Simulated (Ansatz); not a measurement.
## CsCu2I3 (Cmcm): the r2SCAN gap against the k mesh of the density

Aim: see how gap, energy and time of CsCu2I3 (Cmcm) follow the k mesh of the density.

Calculated with Ansatz 0.2.0; DFT, r2SCAN, plane waves, PAW.

The database entry behind the starting cell differs from other determinations, so it need not match the best structure at room temperature.

### Step 1. Starting point

The structure is orthorhombic, space group Cmcm (No. 63). Conventional cell: a = 10.548 Å, b = 13.172 Å, c = 6.097 Å, α = 90.00°, β = 90.00°, γ = 90.00°. Nearest to Cs lie 10 I at 3.88 to 4.47 Å. Cu has 4 I at 2.60 to 2.70 Å nearest. Nearest to I lie 4 Cu at 2.70 Å and 2 Cs at 4.09 Å. Nearest to I lie 2 Cu at 2.60 Å and 4 Cs at 3.88 to 4.47 Å. Farther neighbours, and contacts between anions beyond the nearest, are not listed.

As a file:

```cif
data_structure
_symmetry_space_group_name_H-M 'Cmcm'
_symmetry_Int_Tables_number 63
_cell_length_a 10.5479
_cell_length_b 13.1725
_cell_length_c 6.0972
_cell_angle_alpha 90.000
_cell_angle_beta 90.000
_cell_angle_gamma 90.000
_cell_volume 847.16
loop_
_atom_site_label
_atom_site_type_symbol
_atom_site_symmetry_multiplicity
_atom_site_Wyckoff_symbol
_atom_site_fract_x
_atom_site_fract_y
_atom_site_fract_z
_atom_site_occupancy
Cs1 Cs 4 c 0.50000 0.17220 0.25000 1
Cu1 Cu 8 e 0.85100 0.00000 0.00000 1
I1 I 4 c 0.50000 0.62040 0.25000 1
I2 I 8 g 0.71700 0.88100 0.25000 1
```

The cell and positions come from the Crystallography Open Database and are kept as given unless a step says otherwise. The default PAW set here is soft_2. Its files were made with PBE.

### Step 2. k mesh of the density: 2×2×2

input.yaml

```yaml
crystal:
  lattice:
    - [5.27395, -6.58625, 0.0]
    - [5.27395, 6.58625, 0.0]
    - [0.0, 0.0, 6.09718]
  atoms:
    - { symbol: Cs, position: [0.3278, 0.6722, 0.25] }
    - { symbol: Cs, position: [0.6722, 0.3278, 0.75] }
    - { symbol: Cu, position: [0.851, 0.851, 0.0] }
    - { symbol: Cu, position: [0.149, 0.149, 0.5] }
    - { symbol: Cu, position: [0.149, 0.149, 0.0] }
    - { symbol: Cu, position: [0.851, 0.851, 0.5] }
    - { symbol: I, position: [0.8796, 0.1204, 0.25] }
    - { symbol: I, position: [0.1204, 0.8796, 0.75] }
    - { symbol: I, position: [0.836, 0.598, 0.25] }
    - { symbol: I, position: [0.164, 0.402, 0.75] }
    - { symbol: I, position: [0.598, 0.836, 0.75] }
    - { symbol: I, position: [0.402, 0.164, 0.25] }
kpoints:
  mp_grid: { grid: [2, 2, 2] }
  band_path:
    path:
      - [0.0, 0.0, 0.0]
      - [-0.5, 0.5, 0.0]
      - [-0.41030077, 0.58969923, 0.0]
      - [0.41030077, 0.41030077, 0.0]
      - [0.0, 0.0, 0.5]
      - [0.41030077, 0.41030077, 0.5]
      - [-0.41030077, 0.58969923, 0.5]
      - [-0.5, 0.5, 0.5]
    npoints: 1
hamiltonian:
  xc: r2scan
scf:
  occupations: { method: fixed }
  n_extra_bands: 8
output:
  eigenvalues: true
  forces: true
  stress: true
```

Run with:

```
ansatz run input.yaml --threads 24 --pin off --max-ram 82944MiB --backend cuda --events-out ev --progress --plain --runs-dir out --devices 1 --max-vram 78GiB
```

The log of the run:

```text
scf.n_extra_bands = 8 over 98 filled bands (N_el = 196.0): the run solves 106 bands
GPUs: using 1 of 1 available (devices: 1).
Engine: ansatz 0.2.0, aarch64-unknown-linux-gnu
Pseudopotentials: kind: paw
Pseudopotential: Cs, paw, valence charge 9, recommended cutoff 500 eV (meta_gga), Cs.paw.azcp
Pseudopotential: Cu, paw, valence charge 19, recommended cutoff 500 eV (meta_gga), Cu.paw.azcp
Pseudopotential: I, paw, valence charge 17, recommended cutoff 500 eV (meta_gga), I.paw.azcp
Functional definition: r2SCAN
  parameter k0 = 0.174
  parameter k1 = 0.065
  parameter a1 = 4.9479
  exchange = r2scan_x(k0 = k0, k1 = k1, a1 = a1)
  correlation = r2scan_c
[...]
Crystal: 12 atoms, lattice volume = 423.578 Å³
Basis set: ecut = 500 eV, 10765 PW (Γ), exchange–correlation on 256×256×180 points (64 copies of the dense FFT grid, shifted against one another)
Bands: 106, of which v1, the nominal top of the filled ones, is band 98 counted from 1 (97 counted from 0)
Symmetry: 8 space group operations
Space group: Cmcm (ITA 63), of the structure as read, at distance tolerance 7.5e-5 Å
k-points: 6 of 8
Non-local potential: Cs, projectors of the file, l = 0: 3, l = 1: 2, l = 2: 2, l = 3: 2
Non-local potential: Cu, projectors of the file, l = 0: 3, l = 1: 2, l = 2: 3, l = 3: 1
Non-local potential: I, projectors of the file, l = 0: 2, l = 1: 2, l = 2: 2, l = 3: 2
PAW form: soft (Blöchl's): semilocal exchange-correlation on the pseudo side does not see the compensation charge
PAW frozen core: Cs, regenerated for the run's functional (the file was generated under x = pbe(κ = 0.804, μ = 0.219515), c = pbe(β = 0.066725))
PAW frozen core: Cu, regenerated for the run's functional (the file was generated under x = pbe(κ = 0.804, μ = 0.219515), c = pbe(β = 0.066725))
PAW frozen core: I, regenerated for the run's functional (the file was generated under x = pbe(κ = 0.804, μ = 0.219515), c = pbe(β = 0.066725))
PAW one-centre angular grid: Cs, 302 points (default); XC on 160 Gauss nodes
PAW one-centre angular grid: Cu, 590 points (default); XC on 160 Gauss nodes
PAW one-centre angular grid: I, 590 points (default); XC on 160 Gauss nodes
Initial density: superposition of atomic densities (neutral atoms: chi_scale 0, normalization atom), corrected by the library's trained network
Initial wavefunctions: pseudopotential atomic-orbital guess
[...]
Functional: x = r2scan, c = r2scan; τ floored in thin density (d = 2e-4 eV/Å³)
SCF iter   1: F=—  HF=-83073.775554 eV  |F-HF|=—  |Δ(HF+E_count)|=         —  Δρ=1.66e-2  dr2=6.99e-1  dr2_τ=7.73e-3  ethr=1.77e-3  ⟨swp⟩=5.2  Hψ=2175  notcnv=0  defer=25
preconditioner: auto → Resta (q_TF=auto, 2.399 Å⁻¹)  ε∞=5.5  [insulator: Δε(μ)=2.711 eV  Ē_g=8.482 eV  n_scr=96 (ndim 8)  ℏωp=18.0 eV  f_vac=0.164  ε∞_Penn≈5.5]
SCF iter   2: F=—  HF=-83073.781673 eV  |F-HF|=—  |Δ(HF+E_count)|=   6.12e-3  Δρ=9.09e-3  dr2=2.07e-1  dr2_τ=5.94e-3  ethr=3.57e-4  ⟨swp⟩=3.0  Hψ=1413  notcnv=0  defer=36
SCF iter   3: F=—  HF=-83073.697118 eV  |F-HF|=—  |Δ(HF+E_count)|=   8.46e-2  Δρ=3.56e-3  dr2=3.56e-2  dr2_τ=4.17e-4  ethr=1.06e-4  ⟨swp⟩=2.0  Hψ=1225  notcnv=0  defer=31
SCF iter   4: F=—  HF=-83073.690932 eV  |F-HF|=—  |Δ(HF+E_count)|=   6.19e-3  Δρ=4.39e-4  dr2=1.05e-3  dr2_τ=5.76e-5  ethr=1.82e-5  ⟨swp⟩=2.0  Hψ=918  notcnv=0  defer=36
SCF iter   5: F=—  HF=-83073.692258 eV  |F-HF|=—  |Δ(HF+E_count)|=   1.33e-3  Δρ=1.86e-4  dr2=1.95e-4  dr2_τ=6.00e-6  ethr=5.36e-7  ⟨swp⟩=2.0  Hψ=942  notcnv=0  defer=36
SCF iter   6: F=—  HF=-83073.691443 eV  |F-HF|=—  |Δ(HF+E_count)|=   8.16e-4  Δρ=8.84e-5  dr2=2.35e-5  dr2_τ=3.42e-7  ethr=9.93e-8  ⟨swp⟩=2.0  Hψ=918  notcnv=0  defer=35
SCF iter   7: F=—  HF=-83073.692983 eV  |F-HF|=—  |Δ(HF+E_count)|=   1.54e-3  Δρ=2.12e-5  dr2=2.00e-6  dr2_τ=1.91e-8  ethr=1.20e-8  ⟨swp⟩=2.0  Hψ=900  notcnv=0  defer=34
SCF iter   8: F=—  HF=-83073.692983 eV  |F-HF|=—  |Δ(HF+E_count)|=   3.03e-7  Δρ=6.28e-6  dr2=1.93e-7  dr2_τ=5.35e-9  ethr=1.02e-9  ⟨swp⟩=2.0  Hψ=1110  notcnv=0  defer=34
SCF iter   9: F=-83073.692983 eV  HF=-83073.692983 eV  |F-HF|=4.86e-9  |Δ(HF+E_count)|=   9.31e-8  Δρ=1.92e-6  dr2=2.12e-8  dr2_τ=1.92e-10  ethr=5.10e-11  ⟨swp⟩=14.2  Hψ=3387  notcnv=0
SCF 1 converged in 9 iterations: F = -83073.692983 eV  dr2 = 2.12e-8
[...]
NSCF: frozen V_eff on 8 k-points
SCF converged after 9 iterations
Free energy (F): -83073.692983 eV
Harris-Foulkes:  -83073.692983 eV  (|F-HF|=4.86e-9)
Internal energy: -83073.692983 eV  (E = F + TS)
E sigma→0 (E₀):  -83073.692983 eV
Fermi energy:    6.243668 eV
--- Per-component energies (eV) ---
  E_band       = -4672.725360
  E_kinetic    = 2619.239483
  E_local      = -44832.894793  (includes V_loc(G=0)·N_el)
  E_nonlocal   = 1165.993505
  E_hartree    = 21280.533312
  E_xc         = -1376.186655
  E_vxc        = -1596.331272  (∫ρ·V_xc dr)
  E_paw        = -45994.444330  (= ΣΔE_a)
  E_vpaw       = -4685.923057  (= ΣTr[D̂ρ^β])
  E_aug_tail   = 0.000415  (compensation charges beyond the density's cutoff)
  E_vtau       = 96.100806  (kinetic-family band-sum trace: ∫τ·v_τ [+ j·A + Jᵃ·Aᵃ] dr)
  E_ewald      = -15935.267565
  E_core_change = -0.666355  (= ΣΔE_core)
  E_smearing   = -0.000000  (= −TS)
  E_closure    = -0.000000  (closes the sum)
  Σ components = -83073.692983   (vs F -83073.692983, Δ=0.00e0)
--- Forces (eV/Å), atoms counted from 1 ---
  atom   1  Cs     0.00000000     0.00169157     0.00000000
  atom   2  Cs    -0.00000000    -0.00169157    -0.00000000
  atom   3  Cu     0.11270993    -0.00000000     0.00000000
  atom   4  Cu    -0.11270993     0.00000000     0.00000000
  atom   5  Cu    -0.11270993     0.00000000    -0.00000000
  atom   6  Cu     0.11270993    -0.00000000    -0.00000000
  atom   7  I     -0.00000000    -0.19835930     0.00000000
  atom   8  I      0.00000000     0.19835930     0.00000000
  atom   9  I      0.05515611     0.03366577    -0.00000000
  atom  10  I     -0.05515611    -0.03366577    -0.00000000
  atom  11  I      0.05515611    -0.03366577    -0.00000000
  atom  12  I     -0.05515611     0.03366577     0.00000000
  max |Σ_I F_I| component: 2.78e-17 eV/Å
--- Stress (GPa, compression-positive) ---
       -0.014494       0.000000      -0.000000
        0.000000       0.164029       0.000000
       -0.000000       0.000000      -0.295652
  P = ⅓ Tr σ = -0.0487 GPa (-0.487 kbar)
--- Band table (eV; the first three rows and the last of 6) ---
  k-point 0: bands = ["-108.6228", "-108.6228", "-108.6225", "-108.6225", "-64.5098", "-64.5097", "-64.5036", "-64.5035", "-64.4949", "-64.4944", "-64.4928", "-64.4923", "-64.4902", "-64.4901", "-64.4895", "-64.4894", "-40.0717", "-40.0714", "-40.0658", "-40.0657", "-40.0641", "-40.0640", "-40.0584", "-40.0583", "-40.0525", "-40.0524", "-39.5883", "-39.5882", "-39.5880", "-39.5880", "-39.5851", "-39.5851", "-39.5850" [...]
  k-point 1: bands = ["-108.6227", "-108.6227", "-108.6226", "-108.6226", "-64.5067", "-64.5067", "-64.5065", "-64.5065", "-64.4946", "-64.4946", "-64.4926", "-64.4926", "-64.4899", "-64.4899", "-64.4897", "-64.4897", "-40.0716", "-40.0716", "-40.0657", "-40.0657", "-40.0640", "-40.0640", "-40.0583", "-40.0583", "-40.0525", "-40.0525", "-39.5881", "-39.5881", "-39.5881", "-39.5881", "-39.5851", "-39.5851", "-39.5851" [...]
  k-point 2: bands = ["-108.6228", "-108.6228", "-108.6225", "-108.6225", "-64.5098", "-64.5097", "-64.5036", "-64.5035", "-64.4949", "-64.4944", "-64.4928", "-64.4923", "-64.4902", "-64.4901", "-64.4895", "-64.4894", "-40.0718", "-40.0714", "-40.0658", "-40.0657", "-40.0641", "-40.0640", "-40.0584", "-40.0583", "-40.0525", "-40.0524", "-39.5883", "-39.5883", "-39.5880", "-39.5880", "-39.5851", "-39.5851", "-39.5850" [...]
  k-point 5: bands = ["-108.6227", "-108.6227", "-108.6226", "-108.6226", "-64.5067", "-64.5067", "-64.5065", "-64.5065", "-64.4946", "-64.4946", "-64.4926", "-64.4926", "-64.4899", "-64.4899", "-64.4897", "-64.4897", "-40.0716", "-40.0716", "-40.0657", "-40.0657", "-40.0640", "-40.0640", "-40.0583", "-40.0583", "-40.0525", "-40.0525", "-39.5881", "-39.5881", "-39.5881", "-39.5881", "-39.5851", "-39.5851", "-39.5851" [...]
```

Elapsed: 2.2 s, on 1 × NVIDIA GB200 (shared by 2 runs) with 24 threads of Arm Neoverse V2, shared host; peak memory 1.6 GiB.

Numbers from this step:

| Property | Result |
| --- | --- |
| pressure | -0.04871 GPa |
| gap | 2.496 eV |
| valence top at | Γ |
| conduction bottom at | Γ |
| least direct gap | 2.496 eV |

The gap is direct, at Γ.

### Step 3. k mesh of the density: 4×4×4 (the default)

input.yaml, the sections that differ from step 2:

```yaml
kpoints:
  mp_grid: { grid: [4, 4, 4] }
  band_path:
    path:
      - [[0.0, 0.0, 0.0], [-0.5, 0.5, 0.0], [-0.41030077, 0.58969923, 0.0]]
      - [[0.41030077, 0.41030077, 0.0], [0.0, 0.0, 0.0], [0.0, 0.0, 0.5], [0.41030077, 0.41030077, 0.5]]
      - [[-0.41030077, 0.58969923, 0.5], [-0.5, 0.5, 0.5], [-0.5, 0.5, 0.0]]
      - [[0.0, 0.0, 0.0], [0.0, 0.5, 0.0], [0.0, 0.5, 0.5], [0.0, 0.0, 0.5], [-0.5, 0.5, 0.5]]
    npoints: 10
scf:
  occupations: { method: fermi_dirac, width: 0.02 }
  n_extra_bands: 8
# crystal, hamiltonian, output: as in step 2
```

The log of the run:

```text
[...]
GPUs: using 1 of 1 available (devices: 1).
[...]
Crystal: 12 atoms, lattice volume = 423.578 Å³
Basis set: ecut = 500 eV, 10765 PW (Γ), exchange–correlation on 256×256×180 points (64 copies of the dense FFT grid, shifted against one another)
[...]
atom  11  I      0.05464735    -0.01938847     0.00000000
  atom  12  I     -0.05464735     0.01938847    -0.00000000
  max |Σ_I F_I| component: 6.94e-18 eV/Å
--- Stress (GPa, compression-positive) ---
       -0.077427       0.000000      -0.000000
        0.000000       0.052851       0.000000
       -0.000000       0.000000      -0.283222
  P = ⅓ Tr σ = -0.1026 GPa (-1.026 kbar)
--- Band table (eV; the first three rows and the last of 21) ---
[...]
[key lines of the parts left out:]
SCF converged after 9 iterations
Free energy (F): -83073.734950 eV
Fermi energy:    7.490012 eV
```

Wall time 4.2 s (1 × NVIDIA GB200 (shared by 2 runs) with 24 threads); peak memory 1.6 GiB.

Numbers from this step:

```
pressure             : -0.1026 GPa
gap                  : 2.497 eV
valence top at       : Γ
conduction bottom at : Γ
least direct gap     : 2.497 eV
```

The gap is 2.497 eV, +0.001 eV from the run before at this level.

### Step 4. k mesh of the density: 4×4×6

input.yaml, the sections that differ from step 3:

```yaml
kpoints:
  mp_grid: { grid: [4, 4, 6] }
  band_path:
    path:
      - [0.0, 0.0, 0.0]
      - [-0.5, 0.5, 0.0]
      - [-0.41030077, 0.58969923, 0.0]
      - [0.41030077, 0.41030077, 0.0]
      - [0.0, 0.0, 0.5]
      - [0.41030077, 0.41030077, 0.5]
      - [-0.41030077, 0.58969923, 0.5]
      - [-0.5, 0.5, 0.5]
    npoints: 1
scf:
  occupations: { method: fixed }
  n_extra_bands: 8
# crystal, hamiltonian, output: as in step 3
```

The log of the run:

```text
[...]
GPUs: using 1 of 1 available (devices: 1).
[...]
Crystal: 12 atoms, lattice volume = 423.578 Å³
Basis set: ecut = 500 eV, 10765 PW (Γ), exchange–correlation on 256×256×180 points (64 copies of the dense FFT grid, shifted against one another)
[...]
atom  11  I      0.05465449    -0.01936961     0.00000000
  atom  12  I     -0.05465449     0.01936961    -0.00000000
  max |Σ_I F_I| component: 2.43e-17 eV/Å
--- Stress (GPa, compression-positive) ---
       -0.077403       0.000000      -0.000000
        0.000000       0.052850       0.000000
       -0.000000       0.000000      -0.283302
  P = ⅓ Tr σ = -0.1026 GPa (-1.026 kbar)
--- Band table (eV; the first three rows and the last of 28) ---
[...]
[key lines of the parts left out:]
SCF converged after 9 iterations
Free energy (F): -83073.734969 eV
Fermi energy:    6.240452 eV
```

Elapsed: 3.9 s, on 1 × NVIDIA GB200 (shared by 2 runs) with 24 threads; peak memory 1.5 GiB; 16 s of CPU time.

Read from the output:

```yaml
pressure: -0.1026 GPa
gap: 2.497 eV
valence_top_at: Γ
conduction_bottom_at: Γ
least_direct_gap: 2.497 eV
```

The gap is 2.497 eV, as in the run before at this level.

### Step 5. The series

Differences are against the last row; a negative gap means that bands overlap, and a run with a band path holds that path's time. Times are wall times on 1 × NVIDIA GB200 (shared by 2 runs) with 24 threads of Arm Neoverse V2, shared host, good to a factor of about two.

```
k mesh of the density  gap (eV)  direct gap (eV)  gap error (eV)  energy error (meV/atom)  irreducible k   time
                2×2×2     2.496            2.496          −0.001                     +3.5              6  2.2 s
                4×4×4     2.497            2.497          +0.000                     +0.0             21  4.2 s
                4×4×6     2.497            2.497          +0.000                     +0.0             28  3.9 s
```

### Step 6. What came out

| Item | Value |
| --- | --- |
| 2×2×2 | 2.496 eV |
| 4×4×4 | 2.497 eV |
| 4×4×6 | 2.497 eV |

The gap holds to 0.02 eV from 2×2×2 on, the cheapest setting tried. At 2×2×2 the gap is off by −0.001 eV and the energy by +3 meV/atom. The gap is read over the mesh and added points near the edges, so meshes differ mainly through the density and, for a hybrid, the exchange operator. The runs have no spin polarisation. For a closed low-spin shell that is the natural state; where a d or f shell is open it is a constraint, and the gap is then not the crystal's own.

[Long decimals in the printed logs are rounded to 6 places.]

[Logs are printed without paths, hosts, clocks, repeated set-up lines and the standing remarks that a program may print on its own settings, such as how far it seeks lower states.]

[Paths, hosts, dates, memory and timing lines, banners, echoed tables and standing remarks are left out of the program output; an Ansatz launch command may be rebuilt from the run's recorded settings. Measured values are a selection of at most five: reports struck by readers or far from the other reports are left out. None is set beside runs whose start may be inverted or whose files or cutoffs have a known fault.]

[Runs of the session that timed out or met a known fault of the program may be left out.]

[Cells called generated may have been cut or substituted from an entry of the Crystallography Open Database or the Materials Project.]

[Hosts, paths, dates, database ids (printed as entryN), source tags and the programs' standing remarks are cut or masked in the printed files.]

[Where the starting crystal was built by hand or by swapping elements, it need not be the compound's stable phase.]
